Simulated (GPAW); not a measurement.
# The Ti K excitation threshold of TiSe (Pnma) under uniform strain

For each volume the threshold was computed as E(hole, excited electron kept) − E(ground) (GPAW, LDA, 16-atom cell, total energies on 3×3×3 k points, hole spin-paired). The values are raw, 23 eV above the value with the free atom's term for the hole's spin taken off; only their change is used. The threshold is the spectrum's zero, where absorption may be weak, not the visible edge.

| volume | ln(V/V₀) | threshold (eV) |
| --- | --- | --- |
| V × 0.94 | -0.06188 | ? |
| V × 1 | +0.00000 | 4970.070 |
| V × 1.03 | +0.02956 | 4970.134 |
| V × 1.06 | +0.05827 | 4970.193 |

Q: Fit a straight line in ln(V/V₀), give its slope, and predict the threshold at V × 0.94.

The means of the given rows are x̄ = +0.02928 and Ē = 4970.132 eV. Σ(x − x̄)(E − Ē) = 0.003584 and Σ(x − x̄)² = 0.001698, so the slope is +2.11 eV, and the line passes the given rows within 0.001 eV. At x = -0.06188 it gives 4970.132 + (+2.11) × (-0.09116) = 4969.940 eV. The run gives 4969.923 eV, a miss of +0.017 eV over a total move of +0.270 eV. The slope is the clamped-ion volume deformation potential of the Fermi level against the Ti 1s level, with the hole's relaxation included: the threshold rises by 0.021 eV for 1 % of expansion. The excited electron's band filling changes with volume too and isn't taken out.

[Hosts, paths, dates, database ids (printed as entryN), source tags and the programs' standing remarks are cut or masked in the printed files.]

[Lists of maxima count a maximum above −3 eV only where it reaches 4 % of the highest in the window and stands out from its surroundings by 2 % of it (1.5 % where it reaches 55 %); shoulders and weaker maxima are passed over, and of the rest the first, up to two pre-edge ones and the few strongest are named.]
